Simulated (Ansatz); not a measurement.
# The stack of 2H-WS2 under Nb2COS MXene, shifted by a third of the diagonal between two gates

Aim: charge, voltage and capacitance of the stack of 2H-WS2 under Nb2COS MXene, shifted by a third of the diagonal in a field-effect set-up.

Program: Ansatz 0.2.0. Level of theory: plane-wave DFT, LDA, Ansatz PAW. Results are calculated unless marked as measured.

## (1) Starting point

The cell holds 8 atoms: 3 S, 1 W, 2 Nb, 1 C and 1 O. Its edges and angles: a = 3.165 Å, b = 3.165 Å, c = 54.634 Å, α = 90.0°, β = 90.0°, γ = 120.0°. Regions: layer 1: 2H-WS2, 3 atoms (2 S and 1 W); layer 2: Nb2COS MXene, 5 atoms (1 S, 2 Nb, 1 C and 1 O). Vacuum lies along c.

## (2) Relaxing the slab

The starting cell is a guess, so the in-plane lattice and the atoms are relaxed first, with the slab cut off from its images along the normal.

File input.yaml:

```yaml
crystal:
  lattice:
    - [3.165288, 0.0, 0.0]
    - [-1.582644, 2.7412198183, 0.0]
    - [0.0, 0.0, 54.6343154886]
  atoms:
    - { symbol: S, position: [0.3333333333, 0.6666666667, 0.3916952159] }
    - { symbol: W, position: [0.0, 0.0, 0.423503249] }
    - { symbol: S, position: [0.3333333333, 0.6666666667, 0.4553112821] }
    - { symbol: S, position: [0.6666666667, 0.3333333333, 0.5102218264] }
    - { symbol: Nb, position: [0.0, 0.0, 0.5423024437] }
    - { symbol: C, position: [0.3333333333, 0.6666666667, 0.5650561534] }
    - { symbol: Nb, position: [0.6666666667, 0.3333333333, 0.587809863] }
    - { symbol: O, position: [0.0, 0.0, 0.6083047841] }
  periodic: [true, true, false]
kpoints:
  mp_grid: { grid: [12, 12, 1] }
hamiltonian:
  xc: lda
scf:
  occupations: { method: fermi_dirac, width: 0.05 }
  convergence: { dr2_threshold: 1.0e-09 }
relax:
  f_tol: 0.004
  max_steps: 90
  cell: {}
output:
  write_potential: true
  write_density: true
  volumetric_format: npy
```

Started as:

```bash
$ ansatz run input.yaml --threads 4 --pin off --max-ram 12288MiB --backend cpu --events-out ev --progress --plain --runs-dir out
```

Numbers of over 12 decimals in the logs are rounded to 6 here.

Log:

```text
Warning: relax.cell: scf.convergence.dr2_threshold = 1e-9 eV is looser than the 1.67807290302e-10 eV advised for a relaxation that steers and ends on the stress (1e-10 eV for each atom of the cell: 8, times the square of relax.cell.stress_2d_tol = 0.05 N/m over 21.8 Å (the atoms' height at the walk's start and 5 Å past either face), 2.290e-2 GPa, over a crystal's default 0.05). What an SCF threshold leaves in a stress goes as its square root, and in the free energy as the threshold itself, and one threshold admits the most on a small cell: [figures from the program's tests cut] Set scf.convergence.dr2_threshold to 1.67807290302e-10 eV or tighter. [rest of the remark cut]
Engine: ansatz 0.2.0, aarch64-unknown-linux-gnu
Pseudopotentials: kind: paw
Pseudopotential: S, paw, valence charge 6, recommended cutoff 420 eV (normal), S.paw.azcp
Pseudopotential: W, paw, valence charge 14, recommended cutoff 420 eV (normal), W.paw.azcp
Pseudopotential: Nb, paw, valence charge 13, recommended cutoff 420 eV (normal), Nb.paw.azcp
Pseudopotential: C, paw, valence charge 4, recommended cutoff 420 eV (normal), C.paw.azcp
Pseudopotential: O, paw, valence charge 6, recommended cutoff 420 eV (normal), O.paw.azcp
Functional definition: SPW92
  exchange = slater_x
  correlation = pw_c
Crystal: 8 atoms, lattice volume = 474.048 Å³
Basis set: ecut = 420 eV, 9159 PW (Γ)
Bands: 42, of which v1, the nominal top of the filled ones, is band 34 counted from 1 (33 counted from 0)
Symmetry: 6 space group operations
Space group: P3m1 (ITA 156), of the structure as read, at distance tolerance 7.8e-5 Å
k-points: 19 of 144 (time reversal used)
Non-local potential: S, projectors of the file, l = 0: 2, l = 1: 2, l = 2: 2
Non-local potential: W, projectors of the file, l = 0: 3, l = 1: 2, l = 2: 2, l = 3: 1
Non-local potential: Nb, projectors of the file, l = 0: 3, l = 1: 2, l = 2: 2, l = 3: 1
Non-local potential: C, projectors of the file, l = 0: 2, l = 1: 2, l = 2: 1
Non-local potential: O, projectors of the file, l = 0: 2, l = 1: 2, l = 2: 1
PAW form: soft (Blöchl's): semilocal exchange-correlation on the pseudo side does not see the compensation charge
PAW frozen core: S, regenerated for the run's functional, and the local potential with it (the file was generated under x = pbe(κ = 0.804, μ = 0.219515), c = pbe(β = 0.066725))
PAW frozen core: W, regenerated for the run's functional, and the local potential with it (the file was generated under x = pbe(κ = 0.804, μ = 0.219515), c = pbe(β = 0.066725))
PAW frozen core: Nb, regenerated for the run's functional, and the local potential with it (the file was generated under x = pbe(κ = 0.804, μ = 0.219515), c = pbe(β = 0.066725))
PAW frozen core: C, regenerated for the run's functional, and the local potential with it (the file was generated under x = pbe(κ = 0.804, μ = 0.219515), c = pbe(β = 0.066725))
PAW frozen core: O, regenerated for the run's functional, and the local potential with it (the file was generated under x = pbe(κ = 0.804, μ = 0.219515), c = pbe(β = 0.066725))
PAW one-centre angular grid: S, 110 points (default); XC on 64 Gauss nodes
PAW one-centre angular grid: W, 590 points (default); XC on 64 Gauss nodes
PAW one-centre angular grid: Nb, 590 points (default); XC on 64 Gauss nodes
PAW one-centre angular grid: C, 110 points (default); XC on 64 Gauss nodes
PAW one-centre angular grid: O, 110 points (default); XC on 64 Gauss nodes
Initial density: superposition of atomic densities (neutral atoms: chi_scale 0, normalization atom), corrected by the library's trained network
Initial wavefunctions: pseudopotential atomic-orbital guess
Functional: x = slater, c = lda
SCF iter   1: F=—  HF=-22427.858155 eV  |F-HF|=—  |Δ(HF+E_count)|=         —  Δρ=4.84e-3  dr2=4.30e-1  ethr=1.77e-3  ⟨swp⟩=12.9  Hψ=5479  notcnv=0  defer=2
preconditioner: auto → LDOS  [metal: Δε(μ)=0.061 eV  Ē_g=7.833 eV  σ=0.050 eV  W_gap=0.28  n_scr=34 (ndim 8)  ℏωp=11.3 eV  f_vac=0.724  D(μ)=1.95/eV (n_scr^D=14)  β→1.0]
SCF iter   2: F=—  HF=-22428.475930 eV  |F-HF|=—  |Δ(HF+E_count)|=   6.18e-1  Δρ=1.59e-2  dr2=2.44e1  ethr=6.32e-4  ⟨swp⟩=4.5  Hψ=2160  notcnv=0  defer=24  recentre
SCF iter   3: F=—  HF=-22427.840975 eV  |F-HF|=—  |Δ(HF+E_count)|=   6.35e-1  Δρ=3.05e-3  dr2=1.68e-1  ethr=6.32e-4  ⟨swp⟩=4.9  Hψ=2328  notcnv=0  defer=17
SCF iter   4: F=—  HF=-22427.831446 eV  |F-HF|=—  |Δ(HF+E_count)|=   9.53e-3  Δρ=1.65e-3  dr2=8.26e-2  ethr=2.47e-4  ⟨swp⟩=2.9  Hψ=1410  notcnv=0  defer=21
SCF iter   5: F=—  HF=-22427.825928 eV  |F-HF|=—  |Δ(HF+E_count)|=   5.52e-3  Δρ=6.88e-4  dr2=1.71e-2  ethr=1.21e-4  ⟨swp⟩=3.1  Hψ=1315  notcnv=0  defer=22
SCF iter   6: F=—  HF=-22427.825101 eV  |F-HF|=—  |Δ(HF+E_count)|=   8.27e-4  Δρ=3.09e-4  dr2=9.60e-3  ethr=2.52e-5  ⟨swp⟩=2.6  Hψ=1141  notcnv=0  defer=22
SCF iter   7: F=—  HF=-22427.824644 eV  |F-HF|=—  |Δ(HF+E_count)|=   4.57e-4  Δρ=1.75e-4  dr2=4.90e-3  ethr=1.41e-5  ⟨swp⟩=1.6  Hψ=848  notcnv=0  defer=22
SCF iter   8: F=—  HF=-22427.824353 eV  |F-HF|=—  |Δ(HF+E_count)|=   2.91e-4  Δρ=1.05e-4  dr2=1.62e-3  ethr=7.21e-6  ⟨swp⟩=2.3  Hψ=994  notcnv=0  defer=22
SCF iter   9: F=—  HF=-22427.824281 eV  |F-HF|=—  |Δ(HF+E_count)|=   7.20e-5  Δρ=7.59e-5  dr2=8.28e-4  ethr=2.39e-6  ⟨swp⟩=2.6  Hψ=1153  notcnv=0  defer=22
SCF iter  10: F=—  HF=-22427.824220 eV  |F-HF|=—  |Δ(HF+E_count)|=   6.07e-5  Δρ=2.55e-5  dr2=5.32e-6  ethr=1.22e-6  ⟨swp⟩=2.4  Hψ=1016  notcnv=0  defer=23
SCF iter  11: F=—  HF=-22427.823895 eV  |F-HF|=—  |Δ(HF+E_count)|=   3.26e-4  Δρ=1.30e-5  dr2=2.76e-6  ethr=7.83e-9  ⟨swp⟩=4.2  Hψ=1998  notcnv=0  defer=24
SCF iter  12: F=—  HF=-22427.823894 eV  |F-HF|=—  |Δ(HF+E_count)|=   4.43e-7  Δρ=5.21e-6  dr2=3.23e-7  ethr=4.07e-9  ⟨swp⟩=3.1  Hψ=1347  notcnv=0  defer=24
SCF iter  13: F=—  HF=-22427.823894 eV  |F-HF|=—  |Δ(HF+E_count)|=   1.75e-8  Δρ=2.94e-6  dr2=1.87e-7  ethr=4.75e-10  ⟨swp⟩=3.1  Hψ=1722  notcnv=0  defer=24
SCF iter  14: F=—  HF=-22427.823894 eV  |F-HF|=—  |Δ(HF+E_count)|=   1.98e-8  Δρ=8.15e-7  dr2=2.69e-8  ethr=2.74e-10  ⟨swp⟩=2.6  Hψ=1195  notcnv=0  defer=24
SCF iter  15: F=—  HF=-22427.823894 eV  |F-HF|=—  |Δ(HF+E_count)|=   1.54e-9  Δρ=3.58e-7  dr2=1.30e-9  ethr=3.96e-11  ⟨swp⟩=2.9  Hψ=1386  notcnv=0  defer=24
SCF iter  16: F=-22427.823894 eV  HF=-22427.823894 eV  |F-HF|=1.53e-10  |Δ(HF+E_count)|=  1.13e-10  Δρ=9.99e-8  dr2=5.02e-11  ethr=1.47e-12  ⟨swp⟩=13.4  Hψ=7138  notcnv=0
SCF 1 converged in 16 iterations: F = -22427.823894 eV  dr2 = 5.02e-11
  greatest PAW one-centre occupation: 1.000 electrons in one spin orbital (limit 2), on the W atom at site 1 (counted from 0), in its partial waves of l = 0
[...]
relax step   3: F+E_penalty+E_count = -22428.67373415 eV  Δ(F+E_penalty+E_count) = -2.255e-2 eV  max|allowed force component| = 2.686e-1 eV/Å  Δτ_max = 0.1949 Å  P = +0.219 N/m  Ω = 467.330 Å³  energy of the carried Pulay correction = +2.134e-3 eV  fix = [c, alpha, beta]  reactions: c +0.000 N/m  (13 SCF iters, accepted)
[...]
relax step   4: F+E_penalty+E_count = -22428.67734827 eV  Δ(F+E_penalty+E_count) = -3.614e-3 eV  max|allowed force component| = 4.289e-2 eV/Å  Δτ_max = 0.0850 Å  P = +1.199 N/m  Ω = 465.312 Å³  energy of the carried Pulay correction = +2.781e-3 eV  fix = [c, alpha, beta]  reactions: c +0.000 N/m  (13 SCF iters, accepted)
[...]
relax step   5: F+E_penalty+E_count = -22428.67886724 eV  Δ(F+E_penalty+E_count) = -1.519e-3 eV  max|allowed force component| = 2.237e-2 eV/Å  Δτ_max = 0.0547 Å  P = +0.019 N/m  Ω = 467.164 Å³  energy of the carried Pulay correction = +2.187e-3 eV  fix = [c, alpha, beta]  reactions: c +0.000 N/m  (12 SCF iters, accepted)
[...]
relax step   6: F+E_penalty+E_count = -22428.67902134 eV  Δ(F+E_penalty+E_count) = -1.541e-4 eV  max|allowed force component| = 1.091e-2 eV/Å  Δτ_max = 0.0141 Å  P = +0.063 N/m  Ω = 467.230 Å³  energy of the carried Pulay correction = +2.166e-3 eV  fix = [c, alpha, beta]  reactions: c +0.000 N/m  (10 SCF iters, accepted)
[...]
relax step   7: F+E_penalty+E_count = -22428.67899822 eV  Δ(F+E_penalty+E_count) = +2.311e-5 eV  max|allowed force component| = 4.799e-3 eV/Å  Δτ_max = 0.0064 Å  P = -0.000 N/m  Ω = 467.370 Å³  energy of the carried Pulay correction = +2.121e-3 eV  fix = [c, alpha, beta]  reactions: c -0.000 N/m  (10 SCF iters, accepted)
[...]
relax step   8: F+E_penalty+E_count = -22428.67899899 eV  Δ(F+E_penalty+E_count) = -7.665e-7 eV  max|allowed force component| = 3.323e-3 eV/Å  Δτ_max = 0.0004 Å  P = -0.000 N/m  Ω = 467.371 Å³  energy of the carried Pulay correction = +2.121e-3 eV  fix = [c, alpha, beta]  reactions: c -0.000 N/m  (8 SCF iters, accepted)
Initial wavefunctions: pseudopotential atomic-orbital guess (no wavefunctions were taken with the density)
iter 1 solved again at ethr=1.78e-7 eV; its pass at ethr=3.10e-3 eV (dr2=1.21e-4 eV) is discarded
SCF iter   1: F=—  HF=-22428.677324 eV  |F-HF|=—  |Δ(HF+E_count)|=         —  Δρ=3.36e-5  dr2=8.54e-7  ethr=1.78e-7  ⟨swp⟩=6.9  Hψ=10078  notcnv=0
SCF iter   2: F=—  HF=-22428.676998 eV  |F-HF|=—  |Δ(HF+E_count)|=   3.26e-4  Δρ=1.30e-5  dr2=5.38e-7  ethr=1.26e-9  ⟨swp⟩=4.3  Hψ=2340  notcnv=0
SCF iter   3: F=—  HF=-22428.676998 eV  |F-HF|=—  |Δ(HF+E_count)|=   1.14e-7  Δρ=2.09e-6  dr2=9.19e-8  ethr=7.92e-10  ⟨swp⟩=2.8  Hψ=1344  notcnv=0
SCF iter   4: F=—  HF=-22428.676998 eV  |F-HF|=—  |Δ(HF+E_count)|=   5.15e-8  Δρ=3.32e-6  dr2=6.33e-7  ethr=1.35e-10  ⟨swp⟩=4.5  Hψ=2007  notcnv=0  recentre
SCF iter   5: F=—  HF=-22428.676998 eV  |F-HF|=—  |Δ(HF+E_count)|=   5.95e-8  Δρ=6.80e-7  dr2=8.71e-9  ethr=1.35e-10  ⟨swp⟩=3.1  Hψ=1396  notcnv=0
SCF iter   6: F=—  HF=-22428.676998 eV  |F-HF|=—  |Δ(HF+E_count)|=  3.06e-10  Δρ=4.09e-7  dr2=3.30e-9  ethr=1.28e-11  ⟨swp⟩=3.5  Hψ=1704  notcnv=0
SCF iter   7: F=-22428.676998 eV  HF=-22428.676998 eV  |F-HF|=3.64e-12  |Δ(HF+E_count)|=  3.53e-10  Δρ=1.54e-7  dr2=2.72e-10  ethr=1.47e-12  ⟨swp⟩=14.8  Hψ=8159  notcnv=0
SCF 9 converged in 7 iterations: F = -22428.676998 eV  dr2 = 2.72e-10
relax step   9: F+E_penalty+E_count = -22428.67699794 eV  Δ(F+E_penalty+E_count) = +2.001e-3 eV  max|allowed force component| = 3.451e-3 eV/Å  Δτ_max = 0.0000 Å  P = -0.042 N/m  Ω = 467.371 Å³  fix = [c, alpha, beta]  reactions: c -0.000 N/m  stress off target by 4.18e-2 N/m on what of the cell is left free  SCF on the basis re-selected at this cell (its energy is not comparable with the rows above)  (7 SCF iters)
basis re-selected at this cell: Δ(F+E_penalty+E_count) = +2.001e-3 eV, ΔP = -0.042 N/m vs the last step (what re-selecting the basis moved, of the pressure what is left beyond the Pulay correction that the steps carried, after the strain that the cell walked since its last selection, with what the two solves' SCF thresholds leave and, on support functions, any second-order correction that the steps lacked; it is no m [...]
WARN: The output density's exchange-correlation potential varies sharply where the density is thin. Do not read a vacuum level from v_tot or v_xc, or from such a field of the output density. On a cell that repeats whose density bears no net charge and no dipole along the vacuum's axis use v_es (v_loc + v_h of the components); under efield.dipole_correction with no amplitude use v_es + v_field, which holds any externa [...]
SCF converged after 7 iterations
Free energy (F): -22428.676998 eV
Harris-Foulkes:  -22428.676998 eV  (|F-HF|=3.64e-12)
Internal energy: -22428.659963 eV  (E = F + TS)
E sigma→0 (E₀):  -22428.668480 eV
Entropy (-TS):   -0.017035 eV (-2.129 meV/atom)
Fermi energy:    -5.600476 eV
--- Per-component energies (eV) ---
  E_band       = -1641.169542
  E_kinetic    = 1835.708326
  E_local      = -456027.692809  (includes V_loc(G=0)·N_el)
  E_nonlocal   = 416.270020
  E_hartree    = 226815.996223
  E_xc         = -1028.347228
  E_vxc        = -1087.008308  (∫ρ·V_xc dr)
  E_paw        = -16183.257438  (= ΣΔE_a)
  E_vpaw       = -410.441583  (= ΣTr[D̂ρ^β])
  E_aug_tail   = 0.002439  (compensation charges beyond the density's cutoff)
  E_ewald      = 221740.906614
  E_core_change = 1.753888  (= ΣΔE_core)
  E_smearing   = -0.017035  (= −TS)
  E_closure    = 0.000000  (closes the sum)
  Σ components = -22428.676998   (vs F -22428.676998, Δ=0.00e0)
--- Forces (eV/Å), atoms counted from 1 ---
  atom   1  S     -0.00000000    -0.00000000    -0.00006721
  atom   2  W      0.00000000     0.00000000     0.00044027
  atom   3  S     -0.00000000    -0.00000000     0.00012519
  atom   4  S      0.00000000     0.00000000     0.00063858
  atom   5  Nb     0.00000000    -0.00000000    -0.00186879
  atom   6  C      0.00000000     0.00000000     0.00362805
  atom   7  Nb    -0.00000000    -0.00000000    -0.00223307
  atom   8  O      0.00000000    -0.00000000     0.00075236
  max |Σ_I F_I| component: 1.42e-3 eV/Å
--- 2D stress c σ (N/m, compression-positive) ---
       -0.041777       0.000000      -0.000000
       -0.000000      -0.041777      -0.000000
       -0.000000      -0.000000      -0.000000
  P = ½ c Tr σ = -0.0418 N/m
--- Band table (eV; the first three rows and the last of 19) ---
  k-point 0: bands = [... 30 lower, -6.4078, -6.4078, -6.1320, -6.0154, -6.0154, -5.5740, -4.3207, -4.3207, ... 4 higher]
  k-point 1: bands = [... 30 lower, -7.0605, -6.8539, -6.2890, -5.9551, -5.5607, -5.2279, -4.2856, -4.1954, ... 4 higher]
  k-point 2: bands = [... 30 lower, -7.2090, -7.2040, -6.7002, -6.3344, -5.2125, -4.7487, -4.2388, -3.6960, ... 4 higher]
  k-point 18: bands = [... 30 lower, -9.0530, -8.5071, -6.1440, -5.1116, -4.8939, -4.2461, -4.1438, -3.6122, ... 4 higher]
  the weakly bound empty levels are not read free of the cell's end (no_gap_told)
--- Relaxed structure (8 steps of the walk, 8 accepted, 1 SCFs on fresh bases) ---
  F+E_penalty+E_count = -22428.67699794 eV   max|allowed force component| = 3.451e-3 eV/Å   (the final SCF, on the basis selected at the relaxed cell)
  cell:  # Å, volume = 467.3706 Å³
    - [3.142915, 0, 0]
    - [-1.571457, 2.721844, 0]
    - [0, 0, 54.6343154886]
  atoms:
    - { symbol: S, position: [0.333333, 0.666667, 0.399345] }
    - { symbol: W, position: [-1.8503717076816706e-17, -3.2381504885438984e-17, 0.427807] }
    - { symbol: S, position: [0.333333, 0.666667, 0.456241] }
    - { symbol: S, position: [0.666667, 0.333333, 0.509839] }
    - { symbol: Nb, position: [-1.8503717076816622e-17, -3.2381504885438823e-17, 0.540113] }
    - { symbol: C, position: [0.333333, 0.666667, 0.562460] }
    - { symbol: Nb, position: [0.666667, 0.333333, 0.584867] }
    - { symbol: O, position: [-1.850371707681668e-17, -3.2381504885438934e-17, 0.603533] }
```

It took 2.3 min on 4 threads of Arm Neoverse V1, shared host; peak memory 0.97 GiB.

Relaxation path:

```
step  energy less that of the first step (eV)  largest force component (eV/Å)  volume (Å³)
   1                                   0.0000                          3.0634       474.05
   2                                  -0.8273                          0.4203       468.00
   3                                  -0.8498                          0.2686       467.33
   4                                  -0.8535                          0.0429       465.31
   5                                  -0.8550                          0.0224       467.16
   6                                  -0.8551                          0.0109       467.23
   7                                  -0.8551                          0.0048       467.37
   8                                  -0.8551                          0.0033       467.37
  9*                                  -0.8531                          0.0035       467.37
```

Relaxation steps marked * repeat the geometry before them on a plane-wave basis chosen anew for their cell, so energy and pressure can jump there.

Forces are held to the 6 operations that the run works with; a distortion that breaks them can't arise in this run.

```
cell as run  before  after  change
      a (Å)   3.165  3.143  -0.7 %
      b (Å)   3.165  3.143  -0.7 %
```

The atoms that moved most (Å, along periodic axes as changes of fractional coordinates times the final cell, across vacuum about the mean position):

```
atom     dx     dy      dz  length
  S1  0.000  0.000   0.418   0.418
  O8  0.000  0.000  -0.261   0.261
  W2  0.000  0.000   0.235   0.235
 Nb7  0.000  0.000  -0.161   0.161
  C6  0.000  0.000  -0.142   0.142
 Nb5  0.000  0.000  -0.120   0.120
  S3  0.000  0.000   0.051   0.051
  S4  0.000  0.000  -0.021   0.021
```

This step gave:

```yaml
energy_at_zero_smearing: -22428.6685 eV
```

The lattice constant a goes from 3.165 to 3.143 Å.

[end of part 1 of 3]

[Logs are printed without paths, hosts, clocks, repeated set-up lines and the standing remarks that a program may print on its own settings, such as how far it seeks lower states.]

[Hosts, paths, dates, database ids (printed as entryN), source tags and the programs' standing remarks are cut or masked in the printed files.]

[Maps of the electrostatic potential energy from Ansatz leave out the sawtooth potential of an applied field or a dipole correction, so their vacuum need not be flat; planar profiles and work functions include it.]
